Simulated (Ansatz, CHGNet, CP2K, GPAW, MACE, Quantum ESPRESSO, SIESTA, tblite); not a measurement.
# From one method to another: forces in random packing of Sn (61 atoms)

61 atoms (61 Sn) packed at random in a cube at 7.11 g/cm³ and pushed apart as soft spheres; a start for melting by ab initio MD, not an equilibrated structure. Then every atom was moved at random, 0.05 Å r.m.s. a Cartesian component.

Two calculations on one geometry. First: Kohn-Sham DFT, PBE, PAW, atomic orbitals (dzp); LCAO dzp; h 0.2 Å; levels smeared at 580 K (GPAW 26.7.0; Γ point). Second: Kohn-Sham DFT, PBE, PAW, plane waves (Ansatz 0.2.0; cutoff 420 eV, Γ point, fermi-dirac smearing of 0.05 eV; PAW set soft_2).

Cell vectors (Å):

```
11.914 0.000 0.000
0.000 11.914 0.000
0.000 0.000 11.914
```

Atom, position (Å) and force of the first calculation (eV/Å):

```
1 Sn 11.627 1.693 0.022 -1.067 -0.963 1.782
2 Sn 5.331 0.032 1.098 1.086 -0.396 0.766
3 Sn 9.605 6.442 11.356 -1.597 1.244 -1.911
4 Sn 3.112 4.125 0.997 0.806 0.968 1.616
5 Sn 7.430 6.866 8.985 1.548 0.830 0.068
6 Sn 3.799 6.304 3.364 -1.432 0.843 1.078
7 Sn 4.738 3.759 6.313 0.106 0.576 1.425
8 Sn 2.201 0.680 6.252 2.336 1.234 -0.749
9 Sn 8.683 1.739 11.174 -1.095 0.262 1.799
10 Sn 5.376 1.707 4.262 -1.328 -0.706 -2.151
11 Sn 2.602 9.934 3.205 0.640 -0.412 -0.405
12 Sn 4.034 10.002 7.744 -1.776 2.256 2.101
13 Sn 4.074 10.758 10.426 0.147 0.384 0.929
14 Sn 1.320 8.156 8.619 0.052 -0.939 -1.192
15 Sn 1.025 6.059 0.684 0.507 -2.113 -2.321
16 Sn 7.239 0.429 8.646 -0.534 -1.608 0.510
17 Sn 6.143 2.899 11.074 0.234 -0.470 -0.412
18 Sn 0.055 0.042 7.494 -0.872 -1.263 1.063
19 Sn 10.574 0.783 9.675 0.287 -1.643 -1.346
20 Sn 11.165 4.763 9.936 -0.345 0.125 -1.585
21 Sn 5.702 8.217 7.279 2.720 -1.585 2.163
22 Sn 7.241 4.210 4.506 0.102 0.105 0.927
23 Sn 8.146 9.758 5.055 0.360 1.524 0.541
24 Sn 0.390 2.987 2.368 2.099 -0.428 -1.071
25 Sn 3.660 1.897 11.409 0.193 -1.920 -1.401
26 Sn 1.345 3.424 10.978 0.544 1.224 -1.449
27 Sn 11.108 9.510 3.331 -1.573 1.214 4.148
28 Sn 3.653 6.631 9.358 -0.758 -0.554 -1.577
29 Sn 2.454 11.682 1.142 1.321 0.963 -0.787
30 Sn 5.781 5.514 10.609 -0.081 0.143 -0.281
31 Sn 4.888 1.103 6.983 0.018 -0.939 2.056
32 Sn 7.579 0.730 5.410 0.344 -2.135 1.086
33 Sn 9.842 7.614 1.905 -2.298 1.698 0.198
34 Sn 7.944 2.054 2.933 0.427 -2.187 -2.819
35 Sn 2.403 3.629 8.435 0.415 0.558 -0.890
36 Sn 10.453 9.489 7.663 0.381 -0.540 -1.423
37 Sn 4.864 9.386 5.014 0.468 0.612 -2.646
38 Sn 10.337 0.303 5.053 0.187 -1.946 -1.178
39 Sn 0.417 10.202 10.224 -0.114 0.953 1.007
40 Sn 11.391 4.661 6.745 0.768 -0.641 0.423
41 Sn 3.337 3.445 3.816 -1.796 0.084 -0.585
42 Sn 5.124 6.482 1.129 0.224 2.005 -0.814
43 Sn 7.554 10.091 0.169 -0.016 1.447 -0.310
44 Sn 2.369 5.938 5.823 -0.657 -0.332 1.273
45 Sn 2.127 9.910 5.840 -1.795 -1.082 0.243
46 Sn 0.482 6.593 3.331 0.733 -1.289 1.070
47 Sn 0.320 2.256 5.070 2.036 0.463 0.649
48 Sn 2.547 8.199 11.435 2.503 0.187 -1.307
49 Sn 9.389 1.865 7.290 1.530 1.032 -0.398
50 Sn 10.094 3.401 3.972 -1.405 1.757 0.945
51 Sn 8.762 9.725 9.737 -0.521 -0.144 0.032
52 Sn 0.709 8.641 1.301 0.549 0.095 -0.628
53 Sn 0.123 7.772 5.736 -0.721 0.676 1.333
54 Sn 9.273 6.445 6.866 -0.214 0.409 -0.124
55 Sn 6.712 8.719 2.252 -0.831 -0.201 1.231
56 Sn 10.375 5.039 1.670 -0.990 -2.593 0.363
57 Sn 5.679 6.277 5.540 -1.182 -0.321 -0.290
58 Sn 7.971 7.108 4.356 1.554 -0.819 -0.874
59 Sn 7.455 3.310 8.401 -1.141 2.241 0.497
60 Sn 6.769 4.339 1.506 1.311 -0.241 0.701
61 Sn 11.804 11.152 1.341 -2.429 2.325 -1.074
```

Q: Give the forces of the second method.

Atom and force (eV/Å):

```
1 -1.018 -0.917 1.700
2 0.986 -0.414 0.708
3 -1.505 1.162 -1.766
4 0.748 0.943 1.564
5 1.482 0.783 0.039
6 -1.380 0.777 1.019
7 0.091 0.519 1.319
8 2.223 1.165 -0.715
9 -1.051 0.217 1.671
10 -1.247 -0.626 -2.029
11 0.620 -0.378 -0.361
12 -1.681 2.117 1.967
13 0.130 0.391 0.914
14 0.079 -0.861 -1.127
15 0.491 -1.978 -2.188
16 -0.487 -1.453 0.486
17 0.249 -0.424 -0.390
18 -0.840 -1.204 1.010
19 0.256 -1.594 -1.287
20 -0.316 0.128 -1.489
21 2.563 -1.506 2.038
22 0.081 0.116 0.850
23 0.342 1.457 0.487
24 1.988 -0.399 -1.026
25 0.169 -1.849 -1.338
26 0.535 1.183 -1.374
27 -1.489 1.119 3.900
28 -0.758 -0.504 -1.497
29 1.274 0.898 -0.780
30 -0.068 0.142 -0.255
31 0.043 -0.862 1.968
32 0.327 -2.022 1.039
33 -2.163 1.595 0.182
34 0.407 -2.049 -2.684
35 0.403 0.566 -0.853
36 0.384 -0.518 -1.332
37 0.412 0.559 -2.468
38 0.159 -1.823 -1.086
39 -0.092 0.902 0.949
40 0.711 -0.593 0.395
41 -1.704 0.099 -0.534
42 0.171 1.889 -0.749
43 -0.013 1.356 -0.316
44 -0.645 -0.320 1.178
45 -1.673 -1.047 0.243
46 0.679 -1.201 0.984
47 1.917 0.438 0.602
48 2.360 0.169 -1.262
49 1.445 0.939 -0.377
50 -1.306 1.633 0.908
51 -0.469 -0.139 0.059
52 0.543 0.058 -0.577
53 -0.685 0.644 1.274
54 -0.200 0.405 -0.122
55 -0.776 -0.185 1.192
56 -0.917 -2.432 0.321
57 -1.131 -0.310 -0.295
58 1.478 -0.771 -0.839
59 -1.084 2.080 0.506
60 1.248 -0.251 0.668
61 -2.296 2.182 -1.021
```

The two sets differ by 73.6 meV/Å r.m.s., 6.3 % of the r.m.s. force of the Ansatz run. The electronic-structure runs sample only Γ, in a cell whose shortest periodic width is 12 Å, which is coarse for a cell with partly filled levels.

[Logs are printed without paths, hosts, clocks, repeated set-up lines and the standing remarks that a program may print on its own settings, such as how far it seeks lower states.]

[Hosts, paths, dates, database ids (printed as entryN), source tags and the programs' standing remarks are cut or masked in the printed files.]
